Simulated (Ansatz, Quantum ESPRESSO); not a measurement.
# Nb(110), 5 layers, one monolayer of Si on top sites: vacuum level and surface dipole, part 2 of 6

Wanted: work functions and the surface dipole of Nb(110), 5 layers, one monolayer of Si on top sites at several levels, with their cost.

Quantum ESPRESSO 7.5; plane-wave DFT, PBE, GBRV ultrasoft pseudopotentials; geometry and cross-check by Ansatz 0.2.0 with PAW datasets.

So far. Step 2 (Geometry from Ansatz): The relaxation lowers the energy by 7 meV an atom. Held were the atoms numbered 1, 2 and 3; the forces quoted are those on the free ones.

## 3. SCF with pw.x

The two faces differ, so the slab has a dipole. tefield with eamp = 0 and dipfield cancel the false field of the periodic images; the ramp (emaxpos, eopreg) must lie in the vacuum. pw.x drops all symmetry for this, which costs k-points.

Level of this step: plane-wave DFT, PBE, GBRV ultrasoft pseudopotentials (Quantum ESPRESSO 7.5).

Input file scf.in:

```
&control
  prefix = 'scf'
  outdir = './out'
  pseudo_dir = './pseudo'
  calculation = 'scf'
  tprnfor = .true.
  tefield = .true.
  dipfield = .true.
/
&system
  ibrav = 0
  nat = 6
  ntyp = 2
  ecutwfc = 40
  ecutrho = 200
  occupations = 'smearing'
  smearing = 'mv'
  degauss = 0.02
  edir = 3
  emaxpos = 0.97
  eopreg = 0.04
  eamp = 0.0
/
&electrons
  conv_thr = 1e-07
  mixing_beta = 0.4
  electron_maxstep = 120
  mixing_mode = 'local-TF'
/
ATOMIC_SPECIES
  Nb  92.9064  nb_pbe_v1.uspp.F.UPF
  Si  28.0850  si_pbe_v1.uspp.F.UPF
CELL_PARAMETERS angstrom
  2.33345237790000 -1.65000000000000 0.00000000000000
  2.33345237790000 1.65000000000000 0.00000000000000
  0.00000000000000 0.00000000000000 28.33380951170000
ATOMIC_POSITIONS crystal
  Nb  0.000000000000 0.000000000000 0.292936253300
  Nb  0.500000000000 0.500000000000 0.375292012000
  Nb  0.000000000000 0.000000000000 0.457647770600
  Nb  0.500000000000 0.500000000000 0.540775934905
  Nb  -0.000000000000 -0.000000000000 0.624183082105
  Si  -0.000000000000 -0.000000000000 0.716325682595
K_POINTS automatic
  10 10 1 0 0 0
```

Run with:

```sh
> OMP_NUM_THREADS=1 mpirun -n 4 pw.x -nk 4 -in scf.in > scf.out
```

Output:

```text
Program PWSCF v.7.5 starts
[citation notice left out]

     Parallel version (MPI & OpenMP), running on       4 processor cores
     Number of MPI processes:                 4
     Threads/MPI process:                     1

     MPI processes distributed on     1 nodes
[...]
Current dimensions of program PWSCF are:
     Max number of different atomic species (ntypx) = 10
     Max number of k-points (npk) =  40000
     Max angular momentum in pseudopotentials (lmaxx) =  4
     Presently no symmetry can be used with electric field

     K-points division:     npool     =       4
     Subspace diagonalization in iterative solution of the eigenvalue problem:
     a serial algorithm will be used

     G-vector sticks info
     --------------------
     sticks:   dense  smooth     PW     G-vecs:    dense   smooth      PW
     Sum         437     345    117                70217    50303    9411

     Using Slab Decomposition

     bravais-lattice index     =            0
     lattice parameter (alat)  =       5.4006  a.u.
     unit-cell volume          =    1472.3615 (a.u.)^3
     number of atoms/cell      =            6
     number of atomic types    =            2
     number of electrons       =        69.00
     number of Kohn-Sham states=           42
     kinetic-energy cutoff     =      40.0000  Ry
     charge density cutoff     =     200.0000  Ry
     scf convergence threshold =      1.0E-07
     mixing beta               =       0.4000
     number of iterations used =            8  local-TF  mixing
     Exchange-correlation= SLA  PW   PBE  PBE
                           (   1   4   3   4   0   0   0)

     celldm(1)=   5.400618  celldm(2)=   0.000000  celldm(3)=   0.000000
     celldm(4)=   0.000000  celldm(5)=   0.000000  celldm(6)=   0.000000

     crystal axes: (cart. coord. in units of alat)
               a(1) = (   0.816497  -0.577350   0.000000 )
               a(2) = (   0.816497   0.577350   0.000000 )
               a(3) = (   0.000000   0.000000   9.914262 )

     reciprocal axes: (cart. coord. in units 2 pi/alat)
               b(1) = (  0.612372 -0.866025  0.000000 )
               b(2) = (  0.612372  0.866025 -0.000000 )
               b(3) = ( -0.000000  0.000000  0.100865 )

     PseudoPot. # 1 for Nb read from file:
     ./pseudo/nb_pbe_v1.uspp.F.UPF
     Pseudo is Ultrasoft + core correction, Zval = 13.0
     Generated by new atomic code, or converted to UPF format
     Using radial grid of  887 points,  6 beta functions with:
                l(1) =   0
                l(2) =   0
                l(3) =   1
                l(4) =   1
                l(5) =   2
                l(6) =   2
     Q(r) pseudized with  6 coefficients,  rinner =    1.000   1.000   1.000
                                                       1.000   1.000

     PseudoPot. # 2 for Si read from file:
     ./pseudo/si_pbe_v1.uspp.F.UPF
     Pseudo is Ultrasoft + core correction, Zval =  4.0
     Generated by new atomic code, or converted to UPF format
     Using radial grid of  899 points,  6 beta functions with:
                l(1) =   0
                l(2) =   0
                l(3) =   1
                l(4) =   1
                l(5) =   2
                l(6) =   2
     Q(r) pseudized with  8 coefficients,  rinner =    0.900   0.900   0.900
                                                       0.900   0.900

     atomic species   valence    mass     pseudopotential
     Nb               13.00    92.90640     Nb( 1.00)
     Si                4.00    28.08500     Si( 1.00)

     No symmetry found

   Cartesian axes

     site n.     atom                  positions (alat units)
         1        Nb     tau(   1) = (   0.0000000   0.0000000   2.9042468  )
         2        Nb     tau(   2) = (   0.8164966   0.0000000   3.7207434  )
         3        Nb     tau(   3) = (   0.0000000   0.0000000   4.5372400  )
         4        Nb     tau(   4) = (   0.8164966   0.0000000   5.3613944  )
         5        Nb     tau(   5) = (   0.0000000   0.0000000   6.1883147  )
         6        Si     tau(   6) = (   0.0000000   0.0000000   7.1018406  )

     number of k points=    52  Marzari-Vanderbilt smearing, width (Ry)=  0.0200
                       cart. coord. in units 2pi/alat
        k(    1) = (   0.0000000   0.0000000   0.0000000), wk =   0.0200000
        k(    2) = (   0.0612372   0.0866025   0.0000000), wk =   0.0400000
        k(    3) = (   0.1224745   0.1732051   0.0000000), wk =   0.0400000
        k(    4) = (   0.1837117   0.2598076   0.0000000), wk =   0.0400000
        k(    5) = (   0.2449490   0.3464102   0.0000000), wk =   0.0400000
        k(    6) = (  -0.3061862  -0.4330127   0.0000000), wk =   0.0200000
        k(    7) = (   0.0612372  -0.0866025   0.0000000), wk =   0.0400000
        k(    8) = (   0.1224745   0.0000000   0.0000000), wk =   0.0400000
        k(    9) = (   0.1837117   0.0866025   0.0000000), wk =   0.0400000
        k(   10) = (   0.2449490   0.1732051   0.0000000), wk =   0.0400000
[...]
k(   52) = (  -0.6123724   0.0000000   0.0000000), wk =   0.0200000

     Dense  grid:    70217 G-vectors     FFT dimensions: (  25,  25, 243)

     Smooth grid:    50303 G-vectors     FFT dimensions: (  24,  24, 216)

     Estimated max dynamical RAM per process >     164.55 MB

     Estimated total dynamical RAM >     606.76 MB

     Check: negative core charge=   -0.000001

     Initial potential from superposition of free atoms

     starting charge      68.9857, renormalised to      69.0000

     negative rho (up, down):  2.804E-03 0.000E+00

     Adding external electric field

     Computed dipole along edir(3) :
        Dipole               -0.0022 Ry au,         -0.0056 Debye
        Dipole field         -0.0000 Ry au,

        Potential amp.        0.0019 Ry
        Total length         51.4014 bohr

     Starting wfcs are   69 randomized atomic wfcs

     total cpu time spent up to now is        4.0 secs

     per-process dynamical memory:   105.8 Mb

     Self-consistent Calculation

     iteration #  1     ecut=    40.00 Ry     beta= 0.40
     Davidson diagonalization with overlap
     ethr =  1.00E-02,  avg # of iterations =  2.0

     negative rho (up, down):  1.134E-03 0.000E+00

     Adding external electric field

     Computed dipole along edir(3) :
        Dipole               -0.0046 Ry au,         -0.0118 Debye
        Dipole field         -0.0000 Ry au,

        Potential amp.        0.0041 Ry
        Total length         51.4014 bohr

[...]
estimated scf accuracy    <       0.00025721 Ry

     iteration # 13     ecut=    40.00 Ry     beta= 0.40
[...]
negative rho (up, down):  3.162E-03 0.000E+00

[...]
Dipole               -0.0240 Ry au,         -0.0609 Debye
[...]
total energy              =    -599.08114259 Ry
     estimated scf accuracy    <       0.00006922 Ry

     iteration # 14     ecut=    40.00 Ry     beta= 0.40
[...]
negative rho (up, down):  3.089E-03 0.000E+00

[...]
Dipole               -0.0233 Ry au,         -0.0592 Debye
[...]
total energy              =    -599.08114565 Ry
     estimated scf accuracy    <       0.00023476 Ry

     iteration # 15     ecut=    40.00 Ry     beta= 0.40
[...]
negative rho (up, down):  3.070E-03 0.000E+00

[...]
Dipole               -0.0224 Ry au,         -0.0569 Debye
[...]
total energy              =    -599.08114580 Ry
     estimated scf accuracy    <       0.00024632 Ry

     iteration # 16     ecut=    40.00 Ry     beta= 0.40
[...]
negative rho (up, down):  2.961E-03 0.000E+00

[...]
Dipole               -0.0181 Ry au,         -0.0459 Debye
[...]
total energy              =    -599.08114363 Ry
     estimated scf accuracy    <       0.00018780 Ry

     iteration # 17     ecut=    40.00 Ry     beta= 0.40
[...]
negative rho (up, down):  2.991E-03 0.000E+00

[...]
Dipole               -0.0189 Ry au,         -0.0480 Debye
[...]
total energy              =    -599.08114519 Ry
     estimated scf accuracy    <       0.00000966 Ry

     iteration # 18     ecut=    40.00 Ry     beta= 0.40
[...]
negative rho (up, down):  3.034E-03 0.000E+00

[...]
Dipole               -0.0197 Ry au,         -0.0500 Debye
[...]
total energy              =    -599.08114521 Ry
     estimated scf accuracy    <       0.00000056 Ry

     iteration # 19     ecut=    40.00 Ry     beta= 0.40
[...]
negative rho (up, down):  3.053E-03 0.000E+00

[...]
Dipole               -0.0198 Ry au,         -0.0503 Debye
[...]
total energy              =    -599.08114530 Ry
     estimated scf accuracy    <       0.00000033 Ry

     iteration # 20     ecut=    40.00 Ry     beta= 0.40
[...]
negative rho (up, down):  3.004E-03 0.000E+00

[...]
Dipole               -0.0200 Ry au,         -0.0509 Debye
[...]
End of self-consistent calculation

          k = 0.0000 0.0000 0.0000 (  6353 PWs)   bands (ev):

   -48.8224 -48.7404 -48.5831 -48.5156 -48.4147 -25.2788 -25.1268 -24.8072
   -24.4603 -24.4323 -24.4160 -24.2561 -24.1881 -24.1264 -24.1241 -24.0854
   -23.9841 -23.9682 -23.9491 -23.9107  -4.0054   0.1321   0.8497   1.6894
     2.1099   2.1453   3.2777   4.1944   4.4612   4.9083   5.3920   5.4291
     5.8274   5.9026   6.0052   6.3136   6.4200   7.1894   7.3436   8.3935
     8.4139   8.4432

          k = 0.0612 0.0866 0.0000 (  6350 PWs)   bands (ev):

   -48.8096 -48.7273 -48.5686 -48.5051 -48.4073 -25.2465 -25.1100 -24.8213
   -24.5413 -24.4756 -24.4270 -24.2797 -24.2383 -24.2055 -24.1668 -24.0621
   -24.0532 -24.0048 -23.9913 -23.9471  -3.8150   0.4269   1.1237   1.9622
     2.3993   2.4387   3.4165   4.2638   4.5132   4.9429   5.2676   5.4497
     5.5907   5.7858   5.9318   6.1443   6.4575   6.7878   7.3319   8.1929
     8.2657   8.4363

          k = 0.1225 0.1732 0.0000 (  6311 PWs)   bands (ev):

   -48.7758 -48.6928 -48.5293 -48.4774 -48.3887 -25.1644 -25.0724 -24.8892
   -24.7401 -24.6476 -24.5494 -24.4281 -24.3624 -24.2856 -24.2300 -24.2074
   -24.1116 -24.0597 -24.0199 -23.9685  -3.2501   1.1997   1.7812   2.5334
     3.0536   3.0928   3.7338   4.3814   4.5912   4.9128   5.0924   5.1172
     5.3727   5.4197   5.5429   5.8439   6.0711   6.9241   7.7811   8.1985
     8.2463   8.3244

          k = 0.1837 0.2598 0.0000 (  6284 PWs)   bands (ev):

   -48.7337 -48.6498 -48.4769 -48.4431 -48.3689 -25.1351 -25.0806 -25.0350
   -24.9784 -24.8506 -24.7839 -24.6319 -24.4741 -24.3507 -24.3011 -24.2380
   -24.1876 -24.0811 -24.0147 -23.9792  -2.3337   2.0928   2.3029   2.7367
     3.1963   3.4864   4.0288   4.4008   4.4824   4.6414   4.7307   4.9855
     5.2214   5.4156   5.6026   5.7572   5.8541   7.1730   7.8554   8.2484
     8.5118   8.6772

          k = 0.2449 0.3464 0.0000 (  6297 PWs)   bands (ev):

   -48.6994 -48.6147 -48.4282 -48.4153 -48.3588 -25.2894 -25.2349 -25.1957
   -25.1273 -25.0230 -24.8008 -24.6805 -24.5135 -24.4117 -24.3531 -24.2629
   -24.2308 -24.0799 -24.0112 -23.9876  -1.1397   2.2720   2.3838   2.6284
     2.9961   3.1913   3.4095   4.1883   4.2594   4.3518   4.4337   4.6884
     5.0700   5.8157   5.9984   6.6953   6.9816   7.4578   8.3671   8.5827
     8.6988   8.9350

          k =-0.3062-0.4330 0.0000 (  6290 PWs)   bands (ev):

   -48.6861 -48.6012 -48.4060 -48.4038 -48.3592 -25.3681 -25.3066 -25.2752
   -25.1762 -25.1267 -24.7470 -24.6592 -24.5180 -24.4364 -24.4014 -24.2753
   -24.2372 -24.0771 -24.0096 -23.9916  -0.2367   1.6689   2.3013   2.3174
     2.9212   2.9263   3.3544   4.1383   4.1567   4.2522   4.3064   4.5519
     5.3543   6.1491   6.1800   7.3065   7.3227   8.0023   8.5317   8.6977
     8.7221   8.8567

[...]
the Fermi energy is     5.7950 ev

!    total energy              =    -599.08114532 Ry
     estimated scf accuracy    <       0.00000008 Ry
     smearing contrib. (-TS)   =       0.00018639 Ry
     internal energy E=F+TS    =    -599.08133171 Ry

     The total energy is F=E-TS. E is the sum of the following terms:
     one-electron contribution =   -6021.79496408 Ry
     hartree contribution      =    3018.18327356 Ry
     xc contribution           =     -96.15577493 Ry
     ewald contribution        =    2500.68613032 Ry
     electric field correction =       0.00000343 Ry

     convergence has been achieved in  20 iterations

     negative rho (up, down):  3.004E-03 0.000E+00

     Forces acting on atoms (cartesian axes, Ry/au):

     atom    1 type  1   force =    -0.00000000    0.00000015    0.01313097
     atom    2 type  1   force =    -0.00000020   -0.00000004   -0.01598033
     atom    3 type  1   force =     0.00000002    0.00000039    0.00416968
     atom    4 type  1   force =     0.00000003   -0.00000008   -0.00106647
     atom    5 type  1   force =     0.00000011   -0.00000040    0.00095673
     atom    6 type  2   force =     0.00000004   -0.00000001   -0.00121058

     Total force =     0.021182     Total SCF correction =     0.000440

[...]
=------------------------------------------------------------------------------=
   JOB DONE.
=------------------------------------------------------------------------------=
[key lines of the parts left out:]
Dipole field         -0.0002 Ry au,
```

The job ended after 86 s (4 MPI ranks of Intel Xeon Platinum 8559C (Emerald Rapids), shared host; peak memory 0.78 GiB; 5.7 min of CPU time).

This step gave:

- free energy: -8150.9142 eV
- Fermi energy: 5.795 eV
- dipole along the normal: -0.01060 e·Å

The run needed 20 iterations to bring the estimated error under 1e-07 Ry; the largest force on any atom, held or free, is 0.41 eV/Å.

## 4. Electrostatic potential

plot_num = 11 writes the bare and Hartree potential. It leaves out exchange and correlation, which fade slowly, so it flattens close to the surface.

Input file pot.in:

```
&inputpp
  prefix = 'scf'
  outdir = './out'
  filplot = 'pot.dat'
  plot_num = 11
/
```

Run with:

```sh
> OMP_NUM_THREADS=1 mpirun -n 4 pp.x -in pot.in > pot.out
```

Output:

```text
[banner, memory and clock lines left out]
Program POST-PROC v.7.5 starts

          URL

     ./out/scf.save/

     IMPORTANT: XC functional enforced from input :
     Exchange-correlation= PBE
                           (   1   4   3   4   0   0   0)
     Any further DFT definition will be discarded
     Please, verify this is what you really want

     Check: negative core charge=   -0.000001

     negative rho (up, down):  3.004E-03 0.000E+00

     Adding external electric field

     Computed dipole along edir(3) :
        Dipole               -0.0200 Ry au,         -0.0509 Debye
        Dipole field         -0.0002 Ry au,

        Potential amp.        0.0176 Ry
        Total length         51.4014 bohr

     Calling punch_plot, plot_num =  11

     Adding external electric field

     Computed dipole along edir(3) :
        Dipole               -0.0200 Ry au,         -0.0509 Debye
        Dipole field         -0.0002 Ry au,

        Potential amp.        0.0176 Ry
        Total length         51.4014 bohr

     Writing data to file  pot.dat
     Message from routine chdens:
     namelist plot not found or invalid, exiting
```

Run time: 1.2 s. Hardware: 4 MPI ranks; peak memory 0.09 GiB.

Numbers from this step:

| Item | Value |
| --- | --- |
| work function of the upper face | 4.845 eV |
| slope of the potential above | 1.17e-4 eV/Å |
| upper vacuum line continued to the top atoms, over the Fermi level | 4.844 eV |
| work function of the lower face | 4.595 eV |
| slope of the potential below | -7.87e-4 eV/Å |
| lower vacuum line continued to the bottom atoms, over the Fermi level | 4.590 eV |

The potential energy, planar mean oscillates, so the rows of the table below give means over windows of 2.39 Å about each position, cut where the curve ends. Its maxima inside the range that stand out by 2 % of the span (Å: eV): 9.4: -1.12, 11.8: -1.19, 14.1: -1.01, 16.6: -1.00, 19.1: 1.53. Its minima: 8.3: -31.2, 10.6: -31.1, 12.9: -31.0, 15.3: -30.9, 17.7: -31.1, 20.3: -13.7.

Electrostatic potential energy of an electron, with the sawtooth; zero at the Fermi level. Potential energy, planar mean against z; means over each step:

```csv
z (Å),"potential energy, planar mean (eV)"
1.20,4.60
3.58,4.59
5.97,3.68
8.36,-13.6
10.75,-13.6
13.14,-13.5
15.53,-13.5
17.92,-13.2
20.31,-5.41
22.70,4.51
25.09,4.84
27.48,4.81
```

Electrostatic potential energy in the ca plane at fractional y = 0.000, with atoms of Nb and Si within 0.2 Å of it. With pseudopotentials it is smooth inside the atoms' cores, unlike the true potential.

Ten even steps from '0' (-122 eV) to '9' (5 eV), each cell a mean:
```
99973004899999998300489975468999999999999999
99986457999999998644789987779999999999999999
99998889999999999988999999899999999999999999
99999999999999999999999999999999999999999999
99999999999999999999999999999999999999999999
99997668999999999866899998789999999999999999
99974115899999998411589975568999999999999999
99971003899999997200379864458999999999999999
```
Columns run along c (16.0 Å, from fractional 0.39 to 0.95 of the cell; values clipped at the 3rd and 97th percentile), rows up along a (2.9 Å). Atoms in or near the plane, at fractional coordinates: Nb at (0.46, 0.00), Nb at (0.62, 0.00), Si at (0.72, 0.00).

The vacuum is flat to 0.8 meV/Å, so its level is well defined. Inside the slab the curve depends on the local part of the pseudopotentials; only the vacuum level has a meaning of its own.

## 5. Macroscopic average

A running mean over one period damps the atomic wiggles and leaves the mean of this pseudopotential's potential.

Input file avg.in:

```
1
pot.dat
1.0
486
3
4.4095859191
```

Run with:

```sh
> OMP_NUM_THREADS=1 average.x < avg.in > avg.out
```

Output:

```text
[banner, memory and clock lines left out]
Program AVERAGE v.7.5 starts

          URL

     Reading header from file  pot.dat
     Reading data from file  pot.dat
     Output written to file avg.dat

[...]
```

Elapsed: 0.83 s, on 1 MPI rank; peak memory 0.1 GiB.

This step gave:

```
average.x's running mean inside the slab, on the run's own zero                  : -8.060 eV
mean potential by an exact Fourier window inside the slab, on the run's own zero : -8.060 eV
```

The potential energy (planar mean) oscillates, so the rows of the table below give means over windows of 2.36 Å about each position, cut where the curve ends. Its maxima inside the range that stand out by 2 % of the span (Å: eV): 9.4: -1.12, 11.8: -1.19, 14.2: -0.987, 16.5: -0.945, 19.1: 1.53. Its minima: 8.3: -31.2, 10.6: -31.1, 12.9: -31.0, 15.3: -31.1, 17.7: -31.2, 20.3: -13.7.

Electrostatic potential energy of an electron, with the sawtooth; zero at the Fermi level; window 2.3335 Å. Table of potential energy by z; means over each step:

```csv
z (Å),planar mean (eV),running mean (eV)
1.18,4.60,4.62
3.54,4.59,4.58
5.90,3.84,2.71
8.26,-13.7,-12.5
10.62,-13.7,-13.9
12.98,-13.7,-13.8
15.34,-13.7,-13.7
17.70,-13.7,-12.8
20.06,-5.56,-5.31
22.42,4.16,3.09
24.78,4.84,4.84
27.14,4.81,4.80
```

Where the running mean is not flat inside, average.x's window, rounded to the grid, doesn't match the spacings there.

(Continued in part 3 of 6.)

[Logs are printed without paths, hosts, clocks, repeated set-up lines and the standing remarks that a program may print on its own settings, such as how far it seeks lower states.]

[Hosts, paths, dates, database ids (printed as entryN), source tags and the programs' standing remarks are cut or masked in the printed files.]

[Maps of the electrostatic potential energy from Ansatz leave out the sawtooth potential of an applied field or a dipole correction, so their vacuum need not be flat; planar profiles and work functions include it.]
